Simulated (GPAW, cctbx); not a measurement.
# Zr2CrCu2: the scripts behind a bonding study

Short scripts, each with its output. The cell comes from substitution in a known structure type and wasn't matched to any measured phase.

## 1. Relax the structure

```text
cell
1.0
     0.000000000    0.000000000    3.300000000
     7.062000000    0.000000000    0.000000000
     0.000000000    7.062000000    0.000000000
Zr Cu Cr
4 4 2
Direct
0.000000000 0.326300000 0.826300000
0.000000000 0.673700000 0.173700000
0.000000000 0.826300000 0.673700000
0.000000000 0.173700000 0.326300000
0.500000000 0.125400000 0.625400000
0.500000000 0.874600000 0.374600000
0.500000000 0.625400000 0.874600000
0.500000000 0.374600000 0.125400000
0.500000000 0.500000000 0.500000000
0.500000000 0.000000000 0.000000000
```

```python
from ase.constraints import FixSymmetry
from ase.filters import FrechetCellFilter
from ase.io import read, write
from ase.optimize import BFGS
from ase.parallel import parprint
from gpaw import GPAW, PW, FermiDirac

atoms = read("start.vasp")
atoms.set_initial_magnetic_moments([0, 0, 0, 0, 0, 0, 0, 0, 3, 3])
atoms.set_constraint(FixSymmetry(atoms))
atoms.calc = GPAW(mode=PW(570), xc="PBE", kpts={"size": (6, 3, 3), "gamma": True},
                 occupations=FermiDirac(0.1), maxiter=120, symmetry={"tolerance": 1e-5}, txt="relax.txt")
BFGS(FrechetCellFilter(atoms), maxstep=0.15).run(fmax=0.03, steps=40)
parprint("cell  %.4f %.4f %.4f  %.2f %.2f %.2f" % tuple(atoms.cell.cellpar()))
parprint("volume %.3f A^3, largest force %.3f eV/A, largest stress %.2f GPa" % (atoms.get_volume(), abs(atoms.get_forces()).max(), 160.218 * abs(atoms.get_stress()).max()))
atoms.set_constraint()
write("relaxed.vasp", atoms, direct=True)
```

```console
$ OMP_NUM_THREADS=1 mpirun -n 4 gpaw python run.py > gpaw.log
```

```text
      Step        Energy          fmax
BFGS:    0      -62.640527        0.767322
BFGS:    1      -62.662642        0.726663
BFGS:    2      -62.830139        0.206698
BFGS:    3      -62.836321        0.116778
BFGS:    4      -62.837365        0.098199
BFGS:    5      -62.839531        0.067841
BFGS:    6      -62.840662        0.073029
BFGS:    7      -62.841634        0.071906
BFGS:    8      -62.842486        0.062594
BFGS:    9      -62.843315        0.058655
BFGS:   10      -62.844037        0.047389
BFGS:   11      -62.844503        0.049623
BFGS:   12      -62.845207        0.057321
BFGS:   13      -62.846110        0.061035
BFGS:   14      -62.847476        0.052299
BFGS:   15      -62.848249        0.028153
cell  3.4119 7.1322 7.1322  90.00 90.00 90.00
volume 173.557 A^3, largest force 0.020 eV/A, largest stress 0.26 GPa
```

Time: 11 min on 4 cores of Intel(R) Xeon(R) Platinum 8375C CPU @ 2.90GHz (Ice Lake) (shared host), peak memory 1.9 GiB.

## 2. Build the all-electron density and subtract free atoms

```text
cell
1.0
     0.000000000    0.000000000    3.411867930
     7.132218550    0.000000000    0.000000000
     0.000000000    7.132218550    0.000000000
Zr Cu Cr
4 4 2
Direct
0.000000000 0.322706270 0.822706270
0.000000000 0.677293730 0.177293730
0.000000000 0.822706270 0.677293730
0.000000000 0.177293730 0.322706270
0.500000000 0.122787720 0.622787720
0.500000000 0.877212280 0.377212280
0.500000000 0.622787720 0.877212280
0.500000000 0.377212280 0.122787720
0.500000000 0.500000000 0.500000000
0.500000000 0.000000000 0.000000000
```

```python
import numpy as np
from ase.io import read
from ase.units import Bohr
from gpaw import GPAW, PW, FermiDirac
from gpaw.calculator import GPAW as OldGPAW
from gpaw.mpi import serial_comm, world
from scipy.special import erfc
from scipy.spatial import cKDTree

atoms = read("cell.vasp")
atoms.set_initial_magnetic_moments([0, 0, 0, 0, 0, 0, 0, 0, 3, 3])
atoms.calc = GPAW(mode=PW(450), xc="PBE", kpts={"size": (7, 4, 4), "gamma": True},
                 occupations=FermiDirac(0.1), maxiter=120, symmetry={"tolerance": 1e-5}, txt="scf.txt")
atoms.get_potential_energy()
rho = atoms.calc.get_all_electron_density(gridrefinement=2)
moments = atoms.get_magnetic_moments() if atoms.calc.get_number_of_spins() == 2 else np.zeros(len(atoms))
total = atoms.get_magnetic_moment() if moments.any() else 0.0
if world.rank == 0:
    free = OldGPAW(mode=PW(450), xc="PBE", txt=None, communicator=serial_comm)
    neutral = atoms.copy()
    neutral.set_initial_magnetic_moments(None)
    free.initialize(neutral)
    free.set_positions(neutral)
    drho = rho - free.get_all_electron_density(gridrefinement=2)
    # GPAW starts from confined atoms: exchange their smooth part for that of the datasets' free atoms
    h = np.stack(np.meshgrid(*[np.fft.fftfreq(n, 1 / n) for n in drho.shape], indexing="ij"), -1)
    gabs = np.linalg.norm(h @ atoms.cell.reciprocal(), axis=-1)
    tails = np.fft.fftn(free.get_pseudo_density(gridrefinement=2))
    g, form, v0 = np.linspace(0, gabs.max(), 1500), {}, 0
    for e in set(atoms.symbols):
        idx = atoms.symbols.search(e)
        d = free.setups[idx[0]].data
        r, w = d.rgd.r_g * Bohr, d.rgd.r_g**2 * d.rgd.dr_g
        j0 = np.sinc(2 * g[:, None] * r)
        smooth = sum(f * p**2 for f, p in zip(d.f_j, d.phit_jg)) + np.sqrt(4 * np.pi) * d.nct_g
        full = sum(f * p**2 for f, p in zip(d.f_j, d.phi_jg)) + np.sqrt(4 * np.pi) * d.nc_g
        phase = sum(np.exp(-2j * np.pi * h @ s) for s in atoms.get_scaled_positions()[idx])
        tails -= np.interp(gabs, g, j0 @ (smooth * w)) * phase * drho.size / atoms.get_volume()
        form[e] = j0 @ (full * w)
        v0 += 2 * np.pi / 3 * 14.3996 * (full * w * r**2).sum() * len(idx)  # V A^3
    tails *= 0.5 * erfc((gabs - 1.8) / 0.25)  # the tails differ at long wavelengths alone
    drho += np.fft.ifftn(tails).real  # crystal minus superposed spherical free atoms
    np.save("drho.npy", drho)
    dv = atoms.get_volume() / drho.size
    print("grid", drho.shape, " electrons %.3f" % (rho.sum() * dv), " moved by bonding %.3f e" % (abs(drho).sum() * dv / 2))
    pts = np.indices(drho.shape).reshape(3, -1).T / drho.shape @ atoms.cell
    shifts = (np.indices((3, 3, 3)).reshape(3, -1).T - 1) @ atoms.cell
    images = (atoms.positions[None] + shifts[:, None]).reshape(-1, 3)
    dist, idx = cKDTree(images).query(pts, k=4)
    out = drho.ravel()[dist[:, 0] > 0.5]
    print("deformation density beyond 0.5 A of the nuclei: max %.3f, min %.3f e/A^3" % (out.max(), out.min()))
    tie = dist < dist[:, :1] + 1e-4
    q = -np.bincount((idx % len(atoms))[tie], (drho.ravel()[:, None] / tie.sum(1, keepdims=True) * tie)[tie], len(atoms)) * dv
    print("atom        x       y       z   Voronoi charge  moment")
    for a, s, c, m in zip(atoms, atoms.get_scaled_positions(), q, moments):
        print("%-2s%-3d %7.4f %7.4f %7.4f %10.3f %10.2f" % (a.symbol, a.index + 1, *s, c, m))
    np.savez("free.npz", g=g, **form)
    print("mean inner potential of superposed free atoms %.3f V" % (v0 / atoms.get_volume()))
    print("total magnetic moment %.3f muB" % total)
```

```console
$ OMP_NUM_THREADS=1 mpirun -n 4 gpaw python run.py > gpaw.log
```

```text
grid (36, 70, 70)  electrons 324.000  moved by bonding 2.679 e
deformation density beyond 0.5 A of the nuclei: max 0.059, min -0.263 e/A^3
atom        x       y       z   Voronoi charge  moment
Zr1    0.0000  0.3227  0.8227      0.099      -0.13
Zr2    0.0000  0.6773  0.1773      0.099      -0.13
Zr3    0.0000  0.8227  0.6773      0.099      -0.13
Zr4    0.0000  0.1773  0.3227      0.099      -0.13
Cu5    0.5000  0.1228  0.6228     -0.128       0.01
Cu6    0.5000  0.8772  0.3772     -0.128       0.01
Cu7    0.5000  0.6228  0.8772     -0.128       0.01
Cu8    0.5000  0.3772  0.1228     -0.128       0.01
Cr9    0.5000  0.5000  0.5000      0.059       2.99
Cr10   0.5000  0.0000  0.0000      0.059       2.99
mean inner potential of superposed free atoms 22.844 V
total magnetic moment 6.203 muB
```

Time: 2 min.

## 3. Fourier-transform the difference

```python
from cctbx import adptbx, crystal, miller, xray
from cctbx.eltbx import tiny_pse
import numpy as np

cs = crystal.symmetry(unit_cell=(7.1322, 7.1322, 3.4119, 90, 90, 90), space_group_symbol='Hall: -P 4 2ab')  # P4/mbm
atoms = [  # label, site, U (iso, or U11 U22 U33 U12 U13 U23 in A^2), occupancy
    ("Zr1", (0.32271, 0.82271, 0), 0.0000, 1),
    ("Cu1", (0.12279, 0.62279, 0.5), 0.0000, 1),
    ("Cr1", (0.5, 0.5, 0.5), 0.0000, 1),
]
xs = xray.structure(crystal_symmetry=cs)
for label, site, u, occ in atoms:
    u = adptbx.u_cif_as_u_star(cs.unit_cell(), u) if isinstance(u, tuple) else u
    xs.add_scatterer(xray.scatterer(label, site=site, u=u, occupancy=occ))
xs.scattering_type_registry(table="wk1995")
drho = np.load("drho.npy")
T = np.array([[0, 1, 0], [0, 0, 1], [1, 0, 0]])  # conventional axes in terms of the primitive ones
dF = np.fft.ifftn(drho) * 173.55675  # electrons a conventional cell, indexed by primitive hkl
ms = miller.build_set(cs, anomalous_flag=False, d_min=0.9).sort("resolution")
iam = ms.structure_factors_from_scatterers(xs, algorithm="direct").f_calc()
p1 = xs.expand_to_p1()
z = np.array([tiny_pse.table(sc.scattering_type).atomic_number() for sc in p1.scatterers()])
x = np.array(p1.sites_frac())
free = np.load("free.npz")
print("static structure factors of the conventional cell: F in electrons, V (Mott-Bethe) in volts")
print("   h  k  l      d  |F| table  |F| free   |F| DFT   change   |V| free  |V| DFT  change %")
for h, d, table in list(zip(ms.indices(), ms.d_spacings().data(), iam.data()))[:16]:
    df = dF[tuple(np.rint(np.linalg.solve(T, h)).astype(int))]
    phase = np.exp(2j * np.pi * x @ h)
    f = sum(np.interp(1 / d, free["g"], free[sc.scattering_type]) * p for sc, p in zip(p1.scatterers(), phase))
    fz = (z * phase).sum()
    c = 14.3996 * d * d / (np.pi * cs.unit_cell().volume())
    v0, v1 = abs(fz - f) * c, abs(fz - f - df) * c
    print("%4d%3d%3d %7.4f %9.3f %9.3f %9.3f %8.3f %9.3f %8.3f %8s" % (h + (d, abs(table), abs(f), abs(f + df), abs(f + df) - abs(f), v0, v1, "%.1f" % (100 * (v1 / v0 - 1)) if v0 > 0.02 else "-")))
```

```console
$ python run.py
```

```text
static structure factors of the conventional cell: F in electrons, V (Mott-Bethe) in volts
   h  k  l      d  |F| table  |F| free   |F| DFT   change   |V| free  |V| DFT  change %
   1  1  0  5.0432    40.444    40.488    40.574    0.086     1.516    1.458     -3.8
   2  0  0  3.5661    40.037    40.300    40.577    0.277     2.086    1.993     -4.5
   0  0  1  3.4119     6.600     5.955     5.588   -0.367     0.601    0.488    -18.8
   2  1  0  3.1896    24.907    25.233    25.378    0.146     2.045    2.006     -1.9
   1  1  1  2.8259    13.260    13.284    13.133   -0.151     1.316    1.348      2.4
   2  2  0  2.5216    83.652    83.386    82.753   -0.633     4.097    4.204      2.6
   2  0  1  2.4653   115.268   114.959   114.200   -0.759     5.456    5.578      2.2
   2  1  1  2.3300   151.422   150.890   150.026   -0.865     6.258    6.382      2.0
   3  1  0  2.2554   131.749   131.167   130.115   -1.051     5.683    5.824      2.5
   2  2  1  2.0279    10.333    10.456    10.772    0.317     0.125    0.091    -27.5
   3  2  0  1.9781    81.847    81.344    80.531   -0.813     3.017    3.101      2.8
   3  1  1  1.8815    23.798    23.391    22.596   -0.795     1.098    1.172      6.8
   4  0  0  1.7831    79.378    78.862    78.210   -0.652     2.482    2.537      2.2
   4  1  0  1.7298    98.774    98.737    98.707   -0.029     3.528    3.530      0.1
   3  2  1  1.7113    42.041    41.620    41.028   -0.591     1.432    1.478      3.2
   0  0  2  1.7060   220.362   219.705   218.758   -0.947     8.016    8.089      0.9
```

Time: 0.23 s on 1 core of Intel(R) Xeon(R) Platinum 8375C CPU @ 2.90GHz (Ice Lake) (shared host), peak memory 0.08 GiB.

[Outputs are excerpts: Python notices, other lines and further rows are left out; steps that failed or that the build refused (PBEsol, TPSS) are not shown.]

[Logs are printed without paths, hosts, clocks, repeated set-up lines and the standing remarks that a program may print on its own settings, such as how far it seeks lower states.]
